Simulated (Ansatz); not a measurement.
# Ru (P6_3/mmc, 2 atoms in the cell) under biaxial strain in the (0001) plane, that of a and b

Wanted: the shifts of the zone-centre modes of Ru (P6_3/mmc, 2 atoms in the cell) with strain.

Method: DFT LDA, scalar-relativistic, plane waves, PAW; PAW set soft_1, in Ansatz 0.2.0.

## 1. The starting structure

The structure is hexagonal, space group P6_3/mmc (No. 194). Conventional cell: a = 2.706 Å, b = 2.706 Å, c = 4.282 Å, α = 90.00°, β = 90.00°, γ = 120.00°. Ru has 12 Ru at 2.65 to 2.71 Å nearest.

## 2. A rough relaxation first

The start is far from rest, so a relaxation with loose tolerances brings it close first.

Contents of input.yaml:

```yaml
crystal:
  lattice:
    - [2.7058, 0.0, 0.0]
    - [-1.3529, 2.3432915376, 0.0]
    - [0.0, 0.0, 4.2819]
  atoms:
    - { symbol: Ru, position: [0.33333333, 0.66666667, 0.25] }
    - { symbol: Ru, position: [0.66666667, 0.33333333, 0.75] }
kpoints:
  mp_grid: { grid: [9, 9, 6] }
hamiltonian:
  xc: lda
  pseudopotentials: { kind: paw, azcp: { folder: soft_1 }, xc_functional: pbe }
scf:
  occupations: { method: gaussian, width: 0.1 }
output:
  forces: true
  stress: true
  eigenvalues: true
relax:
  adjacent_minimum: "off"
  f_tol: 0.05
  max_steps: 80
  cell: { stress_tol: 0.5 }
```

The run is started by

```sh
$ ansatz run input.yaml --threads 4 --pin off --max-ram 10240MiB --backend cpu --events-out ev --progress --plain --runs-dir out
```

Numbers of over 12 decimals in the logs are rounded to 6 here.

The log of the run:

```text
The last accepted step is kept in <dir> (removed where the run ends without a failure and the disk answers)
Engine: ansatz 0.2.0, aarch64-unknown-linux-gnu
Pseudopotentials: kind: paw
Pseudopotential: Ru, paw, valence charge 16, recommended cutoff 420 eV (normal), soft_1/Ru.paw.azcp
Functional definition: SPW92
  exchange = slater_x
  correlation = pw_c
Crystal: 2 atoms, lattice volume = 27.149 Å³
[...]
F+E_penalty+E_count = -11516.68463021 eV   max|allowed force component| = 4.626e-17 eV/Å   (the final SCF, on the basis selected at the relaxed cell)
  cell:  # Å, volume = 26.1680 Å³
    - [2.673130, 0, 0.0]
    - [-1.336565, 2.314999, -1.0629636233747257e-18]
    - [0.0, -1.94235495922492e-18, 4.228629]
  atoms:
    - { symbol: Ru, position: [0.333333, 0.666667, 0.25] }
    - { symbol: Ru, position: [0.666667, 0.333333, 0.750000] }
[key lines of the parts left out:]
SCF converged after 6 iterations
Free energy (F): -11516.684630 eV
Fermi energy:    24.150430 eV
P = ⅓ Tr σ = -0.0732 GPa (-0.732 kbar)
```

Wall time 1.7 s (4 threads of Arm Neoverse V2, shared host); peak memory 0.29 GiB; 5.7 s of CPU time.

Relaxation path:

| step | energy less that of the first step (eV) | largest force component (eV/Å) | pressure (GPa) | volume (Å³) |
| --- | --- | --- | --- | --- |
| 1 | 0.0000 | 0.0000 | -12.48 | 27.15 |
| 2 | 0.0165 | 0.0000 | 17.87 | 25.05 |
| 3 | -0.0410 | 0.0000 | -1.09 | 26.25 |
| 4 | -0.0414 | 0.0000 | -0.01 | 26.17 |
| 5* | -0.0399 | 0.0000 | -0.07 | 26.17 |

Relaxation steps marked * repeat the geometry before them on a plane-wave basis chosen anew for their cell, so energy and pressure can jump there. Relaxation step 2 was tried and not accepted.

Forces are held to the 24 operations that the run works with; a distortion that breaks them can't arise in this run.

| conventional cell, symmetrised | before | after | change |
| --- | --- | --- | --- |
| a (Å) | 2.706 | 2.673 | -1.2 % |
| b (Å) | 2.706 | 2.673 | -1.2 % |
| c (Å) | 4.282 | 4.229 | -1.2 % |
| volume (Å³/atom) | 13.57 | 13.08 | -3.6 % |

Final coordinates:

```xyz
2
Lattice="2.6731 0.0000 0.0000 -1.3366 2.3150 0.0000 0.0000 0.0000 4.2286" Properties=species:S:1:pos:R:3 pbc="T T T"
Ru    0.0000    1.5433    1.0572
Ru    1.3366    0.7717    3.1715
```

This step gave:

```
pressure          : -0.07320 GPa
volume per atom   : 13.08 Å³
gap on the k-mesh : 0 eV
```

In this step the volume went from 13.57 to 13.08 Å³/atom.

## 3. Relaxation

Harmonic phonons are second derivatives at a point where the forces vanish, and they are wanted at zero stress, so atoms and cell are relaxed first.

input.yaml, the sections that differ from step 2:

```yaml
crystal:
  lattice:
    - [2.6731301593, 0.0, 0.0]
    - [-1.3365650797, 2.3149986256, 0.0]
    - [0.0, 0.0, 4.2286286099]
  atoms:
    - { symbol: Ru, position: [0.3333333333, 0.6666666667, 0.25] }
    - { symbol: Ru, position: [0.6666666667, 0.3333333333, 0.75] }
kpoints:
  mp_grid: { grid: [18, 18, 10] }
output:
  forces: true
  stress: true
  eigenvalues: true
  write_density: true
  write_potential: true
  elf: true
  volumetric_format: npy
relax:
  adjacent_minimum: "off"
  f_tol: 0.005
  max_steps: 80
  cell: { stress_tol: 0.05 }
# hamiltonian, scf: as in step 2
```

The log of the run:

```text
[...]
Crystal: 2 atoms, lattice volume = 26.168 Å³
Basis set: ecut = 420 eV, 537 PW (Γ)
Bands: 20, of which v1, the nominal top of the filled ones, is band 16 counted from 1 (15 counted from 0)
Symmetry: 24 space group operations
[...]
k-points: 222 of 3240
[...]
SCF iter   1: F=—  HF=-11518.147086 eV  |F-HF|=—  |Δ(HF+E_count)|=         —  Δρ=1.32e-1  dr2=4.22e0  ethr=3.10e-3  ⟨swp⟩=4.9  Hψ=17478  notcnv=0
[...]
SCF iter   6: F=-11516.666949 eV  HF=-11516.666949 eV  |F-HF|=6.02e-8  |Δ(HF+E_count)|=   7.28e-7  Δρ=2.45e-5  dr2=7.86e-8  ethr=3.13e-10  ⟨swp⟩=7.5  Hψ=29999  notcnv=0
SCF 1 converged in 6 iterations: F = -11516.666949 eV  dr2 = 7.86e-8
[...]
relax step   1: F+E_penalty+E_count = -11516.66694856 eV  Δ(F+E_penalty+E_count) = +0.000e0 eV  max|allowed force component| = 3.007e-17 eV/Å  Δτ_max = 0.0000 Å  P = +0.083 GPa  Ω = 26.168 Å³  (6 SCF iters, dr2 threshold 1.00e-7 eV, accepted)
Crystal: 2 atoms, lattice volume = 26.183 Å³
[...]
SCF iter   6: F=-11516.666928 eV  HF=-11516.666928 eV  |F-HF|=1.82e-12  |Δ(HF+E_count)|=  1.82e-12  Δρ=2.44e-8  dr2=3.29e-14  ethr=1.00e-12  ⟨swp⟩=3.6  Hψ=17262  notcnv=0
SCF 2 converged in 6 iterations: F = -11516.666928 eV  dr2 = 3.29e-14
relax step   2: F+E_penalty+E_count = -11516.66692807 eV  Δ(F+E_penalty+E_count) = +2.049e-5 eV  max|allowed force component| = 9.252e-18 eV/Å  Δτ_max = 0.0000 Å  P = -0.104 GPa  Ω = 26.183 Å³  energy of the carried Pulay correction = -3.109e-5 eV  (6 SCF iters, dr2 threshold 1.09e-7 eV, accepted)
Crystal: 2 atoms, lattice volume = 26.175 Å³
[...]
SCF iter   6: F=-11516.666952 eV  HF=-11516.666952 eV  |F-HF|=1.82e-12  |Δ(HF+E_count)|=    0.00e0  Δρ=8.50e-9  dr2=6.60e-15  ethr=1.00e-12  ⟨swp⟩=3.1  Hψ=15722  notcnv=0
SCF 3 converged in 6 iterations: F = -11516.666952 eV  dr2 = 6.60e-15
relax step   3: F+E_penalty+E_count = -11516.66695155 eV  Δ(F+E_penalty+E_count) = -2.348e-5 eV  max|allowed force component| = 2.082e-17 eV/Å  Δτ_max = 0.0000 Å  P = +0.001 GPa  Ω = 26.175 Å³  energy of the carried Pulay correction = -1.493e-5 eV  (6 SCF iters, accepted)
[...]
SCF iter   7: F=-11516.666980 eV  HF=-11516.666980 eV  |F-HF|=1.82e-12  |Δ(HF+E_count)|=  3.64e-12  Δρ=3.11e-10  dr2=5.63e-18  ethr=1.00e-12  ⟨swp⟩=2.0  Hψ=13310  notcnv=0
SCF 4 converged in 7 iterations: F = -11516.666980 eV  dr2 = 5.63e-18
relax step   4: F+E_penalty+E_count = -11516.66697969 eV  Δ(F+E_penalty+E_count) = -2.814e-5 eV  max|allowed force component| = 3.469e-17 eV/Å  Δτ_max = 0.0000 Å  P = +0.002 GPa  Ω = 26.175 Å³  stress off target by 3.11e-3 GPa  SCF on the basis re-selected at this cell (its energy is not comparable with the rows above)  (7 SCF iters)
basis re-selected at this cell: Δ(F+E_penalty+E_count) = -2.814e-5 eV, ΔP = +0.001 GPa vs the last step (what re-selecting the basis moved, of the pressure what is left beyond the Pulay correction that the steps carried, after the strain that the cell walked since its last selection, with what the two solves' SCF thresholds leave and, on support functions, any second-order correction that the steps lacked; it is no m [...]
SCF converged after 7 iterations
Free energy (F): -11516.666980 eV
[...]
Internal energy: -11516.658371 eV  (E = F + TS)
E sigma→0 (E₀):  -11516.662675 eV
Entropy (-TS):   -0.008609 eV (-4.304 meV/atom)
Fermi energy:    24.074714 eV
[...]
--- Stress (GPa, compression-positive) ---
        0.003108       0.000000       0.000000
        0.000000       0.003108       0.000000
        0.000000       0.000000       0.000942
  P = ⅓ Tr σ = 0.0024 GPa (0.024 kbar)
--- Band table (eV; the first three rows and the last of 222) ---
  k-point 0: bands = [... 12 lower, 21.5198, 22.0501, 22.0501, 22.5997, 22.5997, 25.3455, 25.3455, 25.4141]
  k-point 1: bands = [... 12 lower, 21.4601, 21.9784, 21.9784, 22.7676, 22.7676, 25.0274, 25.3549, 25.3549]
  k-point 2: bands = [... 12 lower, 21.3016, 21.7918, 21.7918, 23.1706, 23.1706, 24.0796, 25.3495, 25.3495]
  k-point 221: bands = [... 12 lower, 21.2374, 21.2374, 22.8186, 22.8186, 25.3869, 25.3869, 32.8317, 32.8317]
--- Relaxed structure (3 steps of the walk, 3 accepted, 1 SCFs on fresh bases) ---
[...]
cell:  # Å, volume = 26.1746 Å³
    - [2.674059, 2.8877475017641773e-11, 0.0]
    - [-1.337029, 2.315803, 0.0]
    - [0.0, 0.0, 4.226761]
  atoms:
    - { symbol: Ru, position: [0.333333, 0.666667, 0.25] }
    - { symbol: Ru, position: [0.666667, 0.333333, 0.75] }
```

Elapsed: 5.2 s, on 4 threads; peak memory 0.39 GiB; 19 s of CPU time.

Little changed from the start: no atom moved by 0.005 Å and no cell edge by 0.1 %.

This step gave:

| Quantity | Value |
| --- | --- |
| pressure | 0.002386 GPa |
| volume per atom | 13.09 Å³ |

ELF in the ac plane at fractional y = 0.333, with atoms of Ru within 0.2 Å of it. It is the smooth field of the valence electrons, not physical close to the nuclei.

Ten even steps from '_' (0.22) to '@' (0.61):
```
....::::......::------::....
__..::..__..::++######**==::
..__....__::++%%@@@@@@@@##==
::........--##@@@@@@@@@@@@**
--........==%%@@%%**##@@@@##
--........==%%@@%%**##@@@@##
::........--##@@@@@@@@@@@@**
..__....__::++%%@@@@@@@@##==
__..::..__..::++######**==::
....::::......::------::....
::..__..........________....
..________..::::........::::
__________....::::::::::::..
..::::::::......::::::::..__
::======--::..__..::::..__..
--++**++==--..__........__..
--++**++==--..__........__..
::======--::..__..::::..__..
..::::::::......::::::::..__
__________....::::::::::::..
..________..::::........::::
::..__..........________....
```
Columns run along a (2.7 Å), rows up along c (4.2 Å). Atoms in or near the plane, at fractional coordinates: Ru at (0.67, 0.75).

Electrostatic potential energy in the ac plane at fractional y = 0.333, with atoms of Ru within 0.2 Å of it. With pseudopotentials it is smooth inside the atoms' cores, unlike the true potential.

Ten even steps from '_' (-72 eV) to '@' (24 eV):
```
@@@@@@@@@@@@@@%%######%%%%@@
@@@@@@@@@@@@%%**++====++##%%
%%@@@@@@@@%%**==::....::==##
%%@@@@@@@@##==::______..--++
##@@@@@@%%**--..________::==
##@@@@@@%%**--..________::==
%%@@@@@@@@##==::______..--++
%%@@@@@@@@%%**==::....::==##
@@@@@@@@@@@@%%**++====++##%%
@@@@@@@@@@@@@@%%######%%%%@@
@@@@@@@@@@@@@@@@@@@@@@@@@@@@
@@@@@@@@@@@@@@@@@@@@@@@@@@@@
@@@@%%@@@@@@@@@@@@@@@@@@@@@@
%%%%####%%@@@@@@@@@@@@@@@@@@
%%##****##%%@@@@@@@@@@@@@@@@
##********##@@@@@@@@@@@@@@%%
##********##@@@@@@@@@@@@@@%%
%%##****##%%@@@@@@@@@@@@@@@@
%%%%####%%@@@@@@@@@@@@@@@@@@
@@@@%%@@@@@@@@@@@@@@@@@@@@@@
@@@@@@@@@@@@@@@@@@@@@@@@@@@@
@@@@@@@@@@@@@@@@@@@@@@@@@@@@
```
Columns run along a (2.7 Å; values clipped at the 3rd and 97th percentile), rows up along c (4.2 Å). Atoms in or near the plane, at fractional coordinates: Ru at (0.67, 0.75).

Valence density in the ac plane at fractional y = 0.333, with atoms of Ru within 0.2 Å of it. It is the smooth field of the valence electrons, not physical close to the nuclei.

Ten even steps from '_' (0 e/Å³) to '@' (12 e/Å³):
```
____________________________
______________..::::::..____
____________..::==++++--::__
____________::==**%%##**--..
__________..--++%%@@@@##==::
__________..--++%%@@@@##==::
____________::==**%%##**--..
____________..::==++++--::__
______________..::::::..____
____________________________
____________________________
____________________________
____________________________
____________________________
____....____________________
__........__________________
__........__________________
____....____________________
____________________________
____________________________
____________________________
____________________________
```
Columns run along a (2.7 Å), rows up along c (4.2 Å). Atoms in or near the plane, at fractional coordinates: Ru at (0.67, 0.75).

In this step the volume went from 13.08 to 13.09 Å³/atom.

## 4. Tight relaxation

Phonons need small forces and stress, so the relaxation is finished with tight tolerances on 18×18×12 k points.

Contents of input.yaml:

```yaml
crystal:
  lattice:
    - [2.6740588123, 0.0, 0.0]
    - [-1.3370294062, 2.3158028627, 0.0]
    - [0.0, 0.0, 4.2267610386]
  atoms:
    - { symbol: Ru, position: [0.3333333333, 0.6666666667, 0.25] }
    - { symbol: Ru, position: [0.6666666667, 0.3333333333, 0.75] }
kpoints:
  mp_grid: { grid: [18, 18, 12] }
hamiltonian:
  xc: lda
  pseudopotentials: { kind: paw, azcp: { folder: soft_1 }, xc_functional: pbe }
scf:
  occupations: { method: methfessel_paxton, width: 0.2 }
output:
  forces: true
  stress: true
  eigenvalues: true
relax:
  adjacent_minimum: "off"
  f_tol: 0.001
  max_steps: 60
  cell: { stress_tol: 0.01 }
```

The log of the run:

```text
[...]
Crystal: 2 atoms, lattice volume = 26.175 Å³
Basis set: ecut = 420 eV, 537 PW (Γ)
Bands: 20, of which v1, the nominal top of the filled ones, is band 16 counted from 1 (15 counted from 0)
Symmetry: 24 space group operations
[...]
k-points: 259 of 3888
[...]
k-point 258: bands = [... 12 lower, 21.2381, 21.2381, 22.8200, 22.8200, 25.3841, 25.3841, 32.8281, 32.8281]
--- Relaxed structure (3 steps of the walk, 3 accepted, 1 SCFs on fresh bases) ---
[...]
cell:  # Å, volume = 26.1737 Å³
    - [2.674904, 2.8876713385818358e-11, 0.0]
    - [-1.337452, 2.316535, 0.0]
    - [0.0, 0.0, 4.223950]
  atoms:
    - { symbol: Ru, position: [0.333333, 0.666667, 0.250000] }
    - { symbol: Ru, position: [0.666667, 0.333333, 0.750000] }
[key lines of the parts left out:]
SCF converged after 5 iterations
Free energy (F): -11516.664496 eV
Fermi energy:    24.087274 eV
P = ⅓ Tr σ = 0.0021 GPa (0.021 kbar)
```

Run time: 5 s. Hardware: 4 threads; peak memory 0.4 GiB.

Little changed from the start: no atom moved by 0.005 Å and no cell edge by 0.1 %.

This step gave:

```
pressure : 0.002125 GPa
```

The forces vanish by symmetry and the pressure is 0.002 GPa, within the tolerances set. The cell now holds 13.09 Å³/atom.

## 5. Modes at rest

The force constants come from the linear response of the density to a displacement.

The modes at rest are the reference of the series.

input.yaml, the sections that differ from step 4:

```yaml
crystal:
  lattice:
    - [2.6749044221, 0.0, 0.0]
    - [-1.3374522111, 2.3165351823, 0.0]
    - [0.0, 0.0, 4.2239497632]
  atoms:
    - { symbol: Ru, position: [0.3333333333, 0.6666666667, 0.25] }
    - { symbol: Ru, position: [0.6666666667, 0.3333333333, 0.75] }
output:
  eigenvalues: true
phonons:
  method: dfpt
# kpoints, hamiltonian, scf: as in step 4
# relax: removed
```

The log of the run:

```text
zone centre: on kpoints.mp_grid the ground state, and the responses unless they are solved on pairs of k-points, stand on 637 of the mesh's 3888 k-points, reduced under 4 symmetry operations, with k and −k counted as one. Each operation leaves every solved displacement unchanged or reverses it
[...]
Crystal: 2 atoms, lattice volume = 26.174 Å³
Basis set: ecut = 420 eV, 537 PW (Γ), exchange–correlation on 36×36×60 points (8 copies of the dense FFT grid, shifted against one another)
Bands: 20, of which v1, the nominal top of the filled ones, is band 16 counted from 1 (15 counted from 0)
Symmetry: 24 space group operations
k-points: 637 of 3888 (irreducible under 4 space group operations, time reversal used)
[...]
SCF iter   1: F=—  HF=-11518.146640 eV  |F-HF|=—  |Δ(HF+E_count)|=         —  Δρ=1.32e-1  dr2=4.22e0  ethr=3.10e-3  ⟨swp⟩=5.0  Hψ=111897  notcnv=0  defer=72
automatic band count: the SCF goes on with 24 bands, as 20 were too few: they end inside the smearing window of the response
[...]
SCF iter   2: F=—  HF=-11517.121708 eV  |F-HF|=—  |Δ(HF+E_count)|=    1.02e0  S|Δr|=    0.00e0  Δρ=7.38e-2  dr2=1.32e0  ethr=3.10e-3  ⟨swp⟩=2.8  Hψ=29298  notcnv=0  defer=1786
[...]
SCF iter   8: F=-11516.664497 eV  HF=-11516.664497 eV  |F-HF|=0.00e0  |Δ(HF+E_count)|=  6.91e-11  S|Δr|=    0.00e0  Δρ=1.17e-7  dr2=2.34e-12  ethr=1.00e-12  ⟨swp⟩=9.1  Hψ=89239  notcnv=0
SCF 1 converged in 8 iterations: F = -11516.664497 eV  dr2 = 2.34e-12
[...]
DFPT response loops at Γ: preconditioner auto → Kerker (q_TF=auto, 2.821 Å⁻¹) (partly filled bands, converged f_vac=0.000); β = 1.00, the filter's whole step (`scf.mixing.beta` (0.50) is not read by the response loops under this deck's `scf.mixing.preconditioner`; to damp them name `kerker` or `kerker_dos`, under which they read `scf.mixing.beta`, and type it under 1.00, their step now; both keys bind the ground state too); Broyden in place of MSR1
SCF converged after 8 iterations
[...]
Free energy (F): -11516.664497 eV
[...]
Internal energy: -11516.665083 eV  (E = F + TS)
E sigma→0 (E₀):  -11516.664644 eV
Entropy (-TS):   0.000586 eV (0.293 meV/atom)
Fermi energy:    24.087275 eV
Step filling:    the computed levels leave a gap of 0.0000 eV = 0.0 smearing widths at the electron count; against every level under it full and every level over it empty, smearing changes F+E_penalty+E_count by +0.437 meV and its σ→0 estimate by +0.290 meV
[...]
--- Band table (eV; the first three rows and the last of 637) ---
  k-point 0: bands = [... 12 lower, 21.5293, 22.0516, 22.0516, 22.5911, 22.5911, 25.3446, 25.3446, 25.4266, ... 4 higher]
  k-point 1: bands = [... 12 lower, 21.4873, 22.0009, 22.0009, 22.7113, 22.7113, 25.1531, 25.3520, 25.3520, ... 4 higher]
  k-point 2: bands = [... 12 lower, 21.3712, 21.8634, 21.8634, 23.0138, 23.0138, 24.4449, 25.3572, 25.3572, ... 4 higher]
  k-point 636: bands = [... 12 lower, 21.3099, 21.3099, 22.6597, 22.6597, 25.8408, 25.8408, 29.3597, 29.3597, ... 4 higher]
--- Phonons (Γ-DFPT): 2 representative perturbations + reference, on 637 of 3888 k-points (Σ response iterations 6) ---
  k mesh reduced under 4 symmetry operations, with k and −k counted as one. Each operation leaves every solved displacement unchanged or reverses it
  ASR residual: 8.063e-5 → 0.000e0 eV/Å²; symmetrization residual: 9.296e-10 eV/Å²
  ASR residual per site (eV/Å²): 8.06e-5 8.06e-5
  Γ frequencies (cm⁻¹): 0.00 0.00 0.00 211.57 211.57 277.71
  non-analytic LO–TO correction: not included (Born effective charges unavailable; polar crystals: no LO–TO splitting at Γ)
```

Elapsed: 20 s, on 4 threads; peak memory 1.2 GiB; 74 s of CPU time.

The column dr2 measures how far the density is from self-consistency, as an energy; F and HF (Harris–Foulkes) agree once it is small.

This step gave:

| Item | Value |
| --- | --- |
| sum-rule residual before enforcement | 8.06e-5 eV/Å² |
| point group | 6/mmm |
| highest optical mode at the zone centre (no LO-TO term) | 277.7 cm⁻¹ |
| lowest optical zone-centre mode | 211.6 cm⁻¹ |

Patterns of degenerate modes are one choice out of their space. Modes at Γ:

| mode | frequency (cm⁻¹) | symmetry |
| --- | --- | --- |
| 1 | 0.0 | acoustic |
| 2 | 0.0 | acoustic |
| 3 | 0.0 | acoustic |
| 4 | 211.6 | E2g |
| 5 | 211.6 | E2g |
| 6 | 277.7 | B1g |

Displacements in mode 4 (211.6 cm⁻¹), the largest set to 1:
```
Ru1  1.00  0.00  0.00
Ru2 -1.00  0.00  0.00
```

Displacements in mode 6 (277.7 cm⁻¹), the largest set to 1:
```
Ru1  0.00  0.00  1.00
Ru2  0.00  0.00 -1.00
```

Before it was imposed, the acoustic sum rule was missed by 8.1e-5 eV/Å². Small misses are needed for a sound result but don't prove that mesh and cutoff are converged. The lowest optical mode is real, 212 cm⁻¹.

(Continued in part 2 of 2.)

[Logs are printed without paths, hosts, clocks, repeated set-up lines and the standing remarks that a program may print on its own settings, such as how far it seeks lower states.]

[Hosts, paths, dates, database ids (printed as entryN), source tags and the programs' standing remarks are cut or masked in the printed files.]
